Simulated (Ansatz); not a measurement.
# 1T-CdBrI bilayer (like faces together) in a perpendicular field, part 3 of 4

Wanted: the out-of-plane response of the 1T-CdBrI bilayer (like faces together). A positive field points along +c.

Ansatz 0.2.0; plane-wave DFT, LDA, Ansatz PAW (the session's first sound run).

So far. Step 7 (Atoms held, field 0.2 V/Å): The dipole is 0.157 e·Å, and the gap 2.058 eV. Step 8 (Single point, field 0.3 V/Å): The dipole is 0.236 e·Å, and the gap 1.936 eV.

### Step 9. Response, atoms held

This step: plane-wave DFT, LDA, Ansatz PAW; response to a field along the normal, atoms held (Ansatz 0.2.0).

The dipoles give the slope, and the difference of two potentials shows where the field is screened.

This step gave:

```
equivalent conductor thickness p/(ε₀AE) : 9.999 Å
distance between the outer atoms        : 9.372 Å
```

The dipole of the cell by applied field:

```
applied field (V/Å)  dipole of the cell (e·Å)
             -0.050                   -0.0388
              0.000                    4.4e-4
              0.050                    0.0396
              0.100                    0.0789
              0.200                     0.157
              0.300                     0.236
```

Local field over the applied field, running mean. From the potentials at -0.05 and 0.05 V/Å; running mean over 2.5 Å. The local field over applied field by z:

```
z (Å)  local field over applied field
  4.5                           0.999
  5.0                           0.995
  5.5                           0.986
  6.0                           0.958
  6.5                           0.893
  7.0                           0.772
  7.5                           0.609
  8.0                           0.432
  8.5                           0.270
  9.0                           0.157
  9.5                           0.117
 10.0                           0.119
 10.5                           0.131
 11.0                           0.144
 11.5                           0.162
 12.0                           0.198
 12.5                           0.266
 13.0                           0.340
 13.5                           0.379
 14.0                           0.373
 14.5                           0.323
 15.0                           0.246
 15.5                           0.185
 16.0                           0.156
 16.5                           0.140
 17.0                           0.127
 17.5                           0.116
 18.0                           0.121
 18.5                           0.180
 19.0                           0.308
 19.5                           0.477
 20.0                           0.653
 20.5                           0.808
 21.0                           0.914
 21.5                           0.968
 22.0                           0.989
 22.5                           0.997
 23.0                           0.999
```

Electrons, planar mean, per unit field. Table of induced electron density by z:

```
z (Å)  induced electron density (e/Å³ per V/Å)
  4.5                                   5.3e-6
  5.0                                   1.8e-5
  5.5                                   6.1e-5
  6.0                                   1.9e-4
  6.5                                   5.6e-4
  7.0                                  0.00142
  7.5                                  0.00281
  8.0                                  0.00333
  8.5                                  0.00148
  9.0                                   7.0e-4
  9.5                                  -1.8e-4
 10.0                                 -0.00108
 10.5                                  -5.3e-4
 11.0                                   5.6e-4
 11.5                                   6.0e-4
 12.0                                  -4.5e-4
 12.5                                 -0.00128
 13.0                                 -0.00236
 13.5                                  -9.9e-4
 14.0                                  0.00159
 14.5                                  0.00217
 15.0                                  0.00106
 15.5                                   2.3e-4
 16.0                                  -7.5e-4
 16.5                                  -3.3e-4
 17.0                                   7.7e-4
 17.5                                   9.2e-4
 18.0                                   1.1e-4
 18.5                                 -0.00107
 19.0                                 -0.00187
 19.5                                 -0.00344
 20.0                                 -0.00244
 20.5                                 -0.00114
 21.0                                  -4.3e-4
 21.5                                  -1.5e-4
 22.0                                  -4.5e-5
 22.5                                  -1.3e-5
 23.0                                  -3.8e-6
```

The smaller of the gaps on the path and on the k-mesh, counted as 0 under 0.03 eV. Gap against applied field:

```
applied field (V/Å)  gap (eV)
             -0.050      2.21
              0.000      2.26
              0.050      2.22
              0.100      2.17
              0.200      2.06
              0.300      1.94
```

By hand: between -0.05 and 0.05 V/Å the dipole changes by 0.07841 e·Å, a slope of 0.7841 e·Å²/V. A perfect conductor of thickness t has p = ε₀AEt, so t = 180.95 × 0.7841 / 14.191 = 10.00 Å (e/ε₀ = 180.95 V·Å, A in Å²).

The induced dipole is that of a conductor 10.00 Å thick.

### Step 10. Same geometry, cutoff 420 eV, functional LDA

This step: plane-wave DFT, LDA, Ansatz PAW (Ansatz 0.2.0).

The geometry is kept and the functional is LDA; other changes against the main runs: SCF threshold 1.0e-10 → 1.0e-09 eV and k-mesh 12×12×1 → 6×6×1.

input.yaml

```yaml
crystal:
  lattice:
    - [4.0479484307, 0.0, 0.0]
    - [-2.0239742153, 3.5056261742, 0.0]
    - [0.0, 0.0, 27.3723339227]
  atoms:
    - { symbol: I, position: [0.6666666667, 0.3333333333, 0.3287991453] }
    - { symbol: Cd, position: [0.0, 0.0, 0.3921290833] }
    - { symbol: Br, position: [0.3333333333, 0.6666666667, 0.4463829077] }
    - { symbol: I, position: [0.0, 0.0, 0.6712008547] }
    - { symbol: Cd, position: [0.3333333333, 0.6666666667, 0.6078714782] }
    - { symbol: Br, position: [0.6666666667, 0.3333333333, 0.5536014659] }
kpoints:
  mp_grid: { grid: [6, 6, 1] }
hamiltonian:
  xc: lda
scf:
  occupations: { method: fermi_dirac, width: 0.02585 }
  convergence: { dr2_threshold: 1.0e-09 }
efield:
  axis: 3
  dipole_correction: true
  ramp_position: 0.9668
  ramp_width: 0.0665
  amplitude: 0.1
output:
  write_potential: true
  write_density: true
  volumetric_format: npy
```

On the command line:

```bash
$ ansatz run input.yaml --threads 4 --pin off --max-ram 12288MiB --backend cpu --events-out ev --progress --plain --runs-dir out
```

Numbers of over 12 decimals in the logs are rounded to 6 here.

Log:

```text
[...]
Crystal: 6 atoms, lattice volume = 388.430 Å³
Basis set: ecut = 420 eV, 7603 PW (Γ)
Bands: 53, of which v1, the nominal top of the filled ones, is band 44 counted from 1 (43 counted from 0)
Symmetry: 6 space group operations
[...]
k-points: 7 of 36 (time reversal used)
[...]
SCF iter  11: F=-36339.087026 eV  HF=-36339.087026 eV  |F-HF|=1.46e-11  |Δ(HF+E_count)|=  9.53e-10  Δρ=1.54e-7  dr2=1.27e-10  ethr=1.14e-12  p=0.079 e·Å  D=3.67e-2 V/Å  ΔV_dip=-1.01 eV  dr2_dipole=1.09e-12  V_vac-E_F(+/−)=5.77/4.29 eV  ⟨swp⟩=13.1  Hψ=1448  notcnv=0
SCF 1 converged in 11 iterations: F = -36339.087026 eV  dr2 = 1.27e-10
[...]
SCF converged after 11 iterations
Free energy (F): -36339.087026 eV
[...]
Internal energy: -36339.087026 eV  (E = F + TS)
E sigma→0 (E₀):  -36339.087026 eV
Fermi energy:    0.785138 eV
Dipole field:    D = 0.036728 V/Å  (p = 0.078841 e·Å, saw-weighted, corrected)
Work function:   not extracted (applied field tilts the vacuum); planar V_es + V_field profile in the machine report
[...]
--- Band table (eV; the first three rows and the last of 7) ---
  k-point 0: bands = [... 40 lower, -0.4826, -0.4826, -0.3077, -0.3077, 1.8600, 2.6345, 3.9266, 4.1223, ... 5 higher]
  k-point 1: bands = [... 40 lower, -1.3591, -1.1394, -0.6390, -0.4665, 2.6704, 2.9902, 4.6116, 4.8140, ... 5 higher]
  k-point 2: bands = [... 40 lower, -1.4709, -1.1616, -0.8778, -0.6965, 2.4637, 2.6606, 4.4929, 4.8451, ... 5 higher]
  k-point 6: bands = [... 40 lower, -1.6591, -1.6583, -1.1787, -1.1488, 2.7739, 2.9462, 5.4413, 5.5254, ... 5 higher]
```

Wall time 6.4 s (4 threads of Intel Xeon Platinum 8175M at 2.50GHz (Skylake/Cascade Lake), shared host); peak memory 0.83 GiB; 23 s of CPU time.

Numbers from this step:

```yaml
dipole_along_the_normal: 0.07884 e·Å
```

The dipole is 0.0788 e·Å.

### Step 11. Same geometry, cutoff 420 eV, functional LDA (run 2)

The same run in the opposite field.

Changes to input.yaml since step 10:

```diff
@@ -24,3 +24,3 @@
   ramp_width: 0.0665
-  amplitude: 0.1
+  amplitude: -0.1
 output:
```

Log:

```text
[...]
Crystal: 6 atoms, lattice volume = 388.430 Å³
Basis set: ecut = 420 eV, 7603 PW (Γ)
Bands: 53, of which v1, the nominal top of the filled ones, is band 44 counted from 1 (43 counted from 0)
Symmetry: 6 space group operations
[...]
k-points: 7 of 36 (time reversal used)
[...]
k-point 0: bands = [... 40 lower, -0.4886, -0.4886, -0.3014, -0.3014, 1.8625, 2.6325, 3.9227, 4.1277, ... 5 higher]
  k-point 1: bands = [... 40 lower, -1.3576, -1.1382, -0.6449, -0.4603, 2.6736, 2.9872, 4.6091, 4.8155, ... 5 higher]
  k-point 2: bands = [... 40 lower, -1.4615, -1.1641, -0.8831, -0.6908, 2.4464, 2.6771, 4.5155, 4.8201, ... 5 higher]
  k-point 6: bands = [... 40 lower, -1.7410, -1.5302, -1.3172, -1.0598, 2.7952, 2.9245, 5.3850, 5.6098, ... 5 higher]
[key lines of the parts left out:]
SCF converged after 11 iterations
Free energy (F): -36339.086939 eV
Fermi energy:    0.789312 eV
Dipole field:    D = -0.036322 V/Å  (p = -0.077969 e·Å, saw-weighted, corrected)
```

It took 6.9 s on 4 threads; peak memory 0.83 GiB; 24 s of CPU time.

The dipole is -0.0780 e·Å.

### Step 12. Response at this level

This step: plane-wave DFT, LDA, Ansatz PAW; response to a field along the normal, atoms held (Ansatz 0.2.0).

The two signs of the field give the slope at this level.

Numbers from this step:

* equivalent conductor thickness p/(ε₀AE): 9.998 Å

The induced dipole is that of a conductor 10.00 Å thick.

### Step 13. Same geometry, cutoff 420 eV, functional PBE

This step: plane-wave DFT, PBE, Ansatz PAW (Ansatz 0.2.0).

The geometry is kept and the functional is PBE; other changes against the main runs: SCF threshold 1.0e-10 → 1.0e-09 eV and k-mesh 12×12×1 → 6×6×1.

Changes to input.yaml since step 11:

```diff
@@ -15,3 +15,3 @@
 hamiltonian:
-  xc: lda
+  xc: pbe
 scf:
@@ -24,3 +24,3 @@
   ramp_width: 0.0665
-  amplitude: -0.1
+  amplitude: 0.1
 output:
```

Log:

```text
[...]
Crystal: 6 atoms, lattice volume = 388.430 Å³
Basis set: ecut = 420 eV, 7603 PW (Γ)
Bands: 53, of which v1, the nominal top of the filled ones, is band 44 counted from 1 (43 counted from 0)
Symmetry: 6 space group operations
[...]
k-points: 7 of 36 (time reversal used)
[...]
k-point 0: bands = [... 40 lower, -0.2425, -0.2425, -0.0564, -0.0564, 2.3647, 3.0904, 4.3886, 4.5945, ... 5 higher]
  k-point 1: bands = [... 40 lower, -1.0919, -0.8913, -0.3982, -0.2150, 3.1227, 3.4286, 5.0161, 5.2442, ... 5 higher]
  k-point 2: bands = [... 40 lower, -1.2219, -0.9181, -0.6364, -0.4473, 2.8911, 3.0906, 4.9312, 5.2741, ... 5 higher]
  k-point 6: bands = [... 40 lower, -1.4106, -1.3970, -0.9422, -0.8978, 3.1795, 3.3587, 5.8260, 5.9276, ... 5 higher]
[key lines of the parts left out:]
SCF converged after 11 iterations
Free energy (F): -37105.149896 eV
Fermi energy:    1.161965 eV
Dipole field:    D = 0.036318 V/Å  (p = 0.077959 e·Å, saw-weighted, corrected)
```

The job ended after 6.7 s (4 threads; peak memory 0.85 GiB; 24 s of CPU time).

The dipole is 0.0780 e·Å.

### Step 14. Same geometry, cutoff 420 eV, functional PBE (run 2)

The same run in the opposite field.

Changes to input.yaml since step 13:

```diff
@@ -24,3 +24,3 @@
   ramp_width: 0.0665
-  amplitude: 0.1
+  amplitude: -0.1
 output:
```

Log:

```text
[...]
Crystal: 6 atoms, lattice volume = 388.430 Å³
Basis set: ecut = 420 eV, 7603 PW (Γ)
Bands: 53, of which v1, the nominal top of the filled ones, is band 44 counted from 1 (43 counted from 0)
Symmetry: 6 space group operations
[...]
k-points: 7 of 36 (time reversal used)
[...]
k-point 0: bands = [... 40 lower, -0.2451, -0.2451, -0.0535, -0.0535, 2.3677, 3.0878, 4.3869, 4.5978, ... 5 higher]
  k-point 1: bands = [... 40 lower, -1.0924, -0.8908, -0.4008, -0.2121, 3.1272, 3.4243, 5.0140, 5.2454, ... 5 higher]
  k-point 2: bands = [... 40 lower, -1.2107, -0.9226, -0.6388, -0.4446, 2.8765, 3.1046, 4.9544, 5.2493, ... 5 higher]
  k-point 6: bands = [... 40 lower, -1.4845, -1.2755, -1.0733, -0.8179, 3.2011, 3.3366, 5.7784, 6.0035, ... 5 higher]
[key lines of the parts left out:]
SCF converged after 11 iterations
Free energy (F): -37105.149861 eV
Fermi energy:    1.162797 eV
Dipole field:    D = -0.036155 V/Å  (p = -0.077610 e·Å, saw-weighted, corrected)
```

Wall time 6.7 s (4 threads); peak memory 0.84 GiB; 23 s of CPU time.

The dipole is -0.0776 e·Å.

### Step 15. Response at this level

This step: plane-wave DFT, PBE, Ansatz PAW; response to a field along the normal, atoms held (Ansatz 0.2.0).

The induced dipole is that of a conductor 9.92 Å thick.

### Step 16. Same geometry, cutoff 500 eV, functional r2SCAN

This step: plane-wave DFT, r2SCAN, Ansatz PAW (Ansatz 0.2.0).

The geometry is kept and the functional is r2SCAN; other changes against the main runs: SCF threshold 1.0e-10 → 1.0e-09 eV, cutoff 420 → 500 and k-mesh 12×12×1 → 6×6×1.

Changes to input.yaml since step 14:

```diff
@@ -15,3 +15,3 @@
 hamiltonian:
-  xc: pbe
+  xc: r2scan
 scf:
@@ -24,3 +24,3 @@
   ramp_width: 0.0665
-  amplitude: -0.1
+  amplitude: 0.1
 output:
```

Log:

```text
[...]
Crystal: 6 atoms, lattice volume = 388.430 Å³
Basis set: ecut = 500 eV, 9945 PW (Γ), exchange–correlation on 120×120×800 points (64 copies of the dense FFT grid, shifted against one another)
Bands: 53, of which v1, the nominal top of the filled ones, is band 44 counted from 1 (43 counted from 0)
Symmetry: 6 space group operations
[...]
k-point 0: bands = [... 40 lower, -0.5758, -0.5758, -0.3662, -0.3662, 2.6284, 3.3329, 4.7170, 4.9511, ... 5 higher]
  k-point 1: bands = [... 40 lower, -1.4173, -1.2291, -0.7354, -0.5294, 3.3482, 3.6526, 5.3216, 5.5524, ... 5 higher]
  k-point 2: bands = [... 40 lower, -1.5819, -1.2706, -0.9820, -0.7733, 3.0530, 3.2561, 5.2361, 5.5817, ... 5 higher]
  k-point 6: bands = [... 40 lower, -1.7785, -1.7483, -1.3056, -1.2417, 3.3236, 3.5233, 6.1033, 6.2291, ... 5 higher]
[key lines of the parts left out:]
SCF converged after 12 iterations
Free energy (F): -37183.209754 eV
Fermi energy:    1.109276 eV
Dipole field:    D = 0.035266 V/Å  (p = 0.075701 e·Å, saw-weighted, corrected)
```

The job ended after 17 s (4 threads; peak memory 1.5 GiB).

The dipole is 0.0757 e·Å.

### Step 17. Same geometry, cutoff 500 eV, functional r2SCAN (run 2)

The same run in the opposite field.

Changes to input.yaml since step 16:

```diff
@@ -24,3 +24,3 @@
   ramp_width: 0.0665
-  amplitude: 0.1
+  amplitude: -0.1
 output:
```

Log:

```text
[...]
Crystal: 6 atoms, lattice volume = 388.430 Å³
Basis set: ecut = 500 eV, 9945 PW (Γ), exchange–correlation on 120×120×800 points (64 copies of the dense FFT grid, shifted against one another)
Bands: 53, of which v1, the nominal top of the filled ones, is band 44 counted from 1 (43 counted from 0)
Symmetry: 6 space group operations
[...]
k-point 0: bands = [... 40 lower, -0.5714, -0.5714, -0.3703, -0.3703, 2.6333, 3.3285, 4.7211, 4.9483, ... 5 higher]
  k-point 1: bands = [... 40 lower, -1.4208, -1.2314, -0.7311, -0.5334, 3.3573, 3.6435, 5.3264, 5.5467, ... 5 higher]
  k-point 2: bands = [... 40 lower, -1.5657, -1.2801, -0.9779, -0.7770, 3.0383, 3.2709, 5.2692, 5.5451, ... 5 higher]
  k-point 6: bands = [... 40 lower, -1.8433, -1.6326, -1.4319, -1.1703, 3.3534, 3.4927, 6.0663, 6.2937, ... 5 higher]
[key lines of the parts left out:]
SCF converged after 12 iterations
Free energy (F): -37183.209830 eV
Fermi energy:    1.094898 eV
Dipole field:    D = -0.035614 V/Å  (p = -0.076450 e·Å, saw-weighted, corrected)
```

Elapsed: 17 s, on 4 threads; peak memory 1.5 GiB; 64 s of CPU time.

The dipole is -0.0764 e·Å.

### Step 18. Response at this level

This step: plane-wave DFT, r2SCAN, Ansatz PAW; response to a field along the normal, atoms held (Ansatz 0.2.0).

The induced dipole is that of a conductor 9.70 Å thick.

### Step 19. Same geometry, cutoff 420 eV, functional HSE06

This step: plane-wave DFT, HSE06, Ansatz PAW (Ansatz 0.2.0).

The geometry is kept and the functional is HSE06; other changes against the main runs: SCF threshold 1.0e-10 → 1.0e-09 eV and k-mesh 12×12×1 → 6×6×1.

Changes to input.yaml since step 17:

```diff
@@ -15,3 +15,3 @@
 hamiltonian:
-  xc: r2scan
+  xc: hse06
 scf:
@@ -24,3 +24,3 @@
   ramp_width: 0.0665
-  amplitude: -0.1
+  amplitude: 0.1
 output:
```

Log:

```text
[...]
Crystal: 6 atoms, lattice volume = 388.430 Å³
Basis set: ecut = 420 eV, 7603 PW (Γ)
Bands: 53, of which v1, the nominal top of the filled ones, is band 44 counted from 1 (43 counted from 0)
Symmetry: 6 space group operations
[...]
k-points: 7 of 36 (time reversal used)
[...]
k-point 1: bands = [... 40 lower, -1.8208, -1.6291, -1.0837, -0.8733, 3.5327, 3.8732, 5.2934, 5.5892]
  k-point 2: bands = [... 40 lower, -1.9899, -1.6796, -1.3513, -1.1380, 3.2817, 3.4940, 5.2616, 5.6235]
  k-point 6: bands = [... 40 lower, -2.2277, -2.1876, -1.7032, -1.6274, 3.5918, 3.7974, 6.1833, 6.3096]
  guard bands above this table: 5 of the run's 53 bands. The solve was not asked for them (output.publish_guard_bands: true or output.eigenvalues: true publishes all)
[key lines of the parts left out:]
Free energy (F): -37126.127463 eV
Fermi energy:    1.026630 eV
Dipole field:    D = 0.035092 V/Å  (p = 0.075329 e·Å, saw-weighted, corrected)
```

It took 1.9 min on 4 threads; peak memory 6.2 GiB.

The dipole is 0.0753 e·Å.

### Step 20. Same geometry, cutoff 420 eV, functional HSE06 (run 2)

The same run in the opposite field.

Changes to input.yaml since step 19:

```diff
@@ -24,3 +24,3 @@
   ramp_width: 0.0665
-  amplitude: 0.1
+  amplitude: -0.1
 output:
```

Log:

```text
[...]
Crystal: 6 atoms, lattice volume = 388.430 Å³
Basis set: ecut = 420 eV, 7603 PW (Γ)
Bands: 53, of which v1, the nominal top of the filled ones, is band 44 counted from 1 (43 counted from 0)
Symmetry: 6 space group operations
[...]
k-points: 7 of 36 (time reversal used)
[...]
--- Band table (eV; the first three rows and the last of 7) ---
  k-point 0: bands = [... 40 lower, -0.9084, -0.9084, -0.7033, -0.7033, 2.7443, 3.4864, 4.7022, 4.9338]
  k-point 1: bands = [... 40 lower, -1.8235, -1.6318, -1.0791, -0.8775, 3.5410, 3.8649, 5.2978, 5.5841]
  k-point 2: bands = [... 40 lower, -1.9733, -1.6896, -1.3471, -1.1418, 3.2706, 3.5047, 5.2925, 5.5915]
  k-point 6: bands = [... 40 lower, -2.2923, -2.0781, -1.8216, -1.5582, 3.6238, 3.7647, 6.1414, 6.3811]
[...]
[key lines of the parts left out:]
Free energy (F): -37126.127540 eV
Fermi energy:    1.022716 eV
Dipole field:    D = -0.035463 V/Å  (p = -0.076124 e·Å, saw-weighted, corrected)
```

Wall time 2 min (4 threads); peak memory 6.2 GiB; 7.5 min of CPU time.

The dipole is -0.0761 e·Å.

### Step 21. Side by side

Times are for 4 threads of Intel Xeon Platinum 8175M at 2.50GHz (Skylake/Cascade Lake), shared host. The runs compared:

```
no.  functional     field  dipole along the normal (e·Å)     time  memory (GiB)
  1         lda   0.1 V/Å                        0.07884    6.4 s          0.83
  2         lda  -0.1 V/Å                       -0.07797    6.9 s          0.83
  3         pbe   0.1 V/Å                        0.07796    6.7 s          0.85
  4         pbe  -0.1 V/Å                       -0.07761    6.7 s          0.84
  5      r2scan   0.1 V/Å                        0.07570     17 s           1.5
  6      r2scan  -0.1 V/Å                       -0.07645     17 s           1.5
  7       hse06   0.1 V/Å                        0.07533  1.9 min           6.2
  8       hse06  -0.1 V/Å                       -0.07612    2 min           6.2
```

### Step 22. Response at this level

This step: plane-wave DFT, HSE06, Ansatz PAW; response to a field along the normal, atoms held (Ansatz 0.2.0).

The induced dipole is that of a conductor 9.66 Å thick.

[end of part 3 of 4]

[Logs are printed without paths, hosts, clocks, repeated set-up lines and the standing remarks that a program may print on its own settings, such as how far it seeks lower states.]

[Hosts, paths, dates, database ids (printed as entryN), source tags and the programs' standing remarks are cut or masked in the printed files.]

[Maps of the electrostatic potential energy from Ansatz leave out the sawtooth potential of an applied field or a dipole correction, so their vacuum need not be flat; planar profiles and work functions include it.]
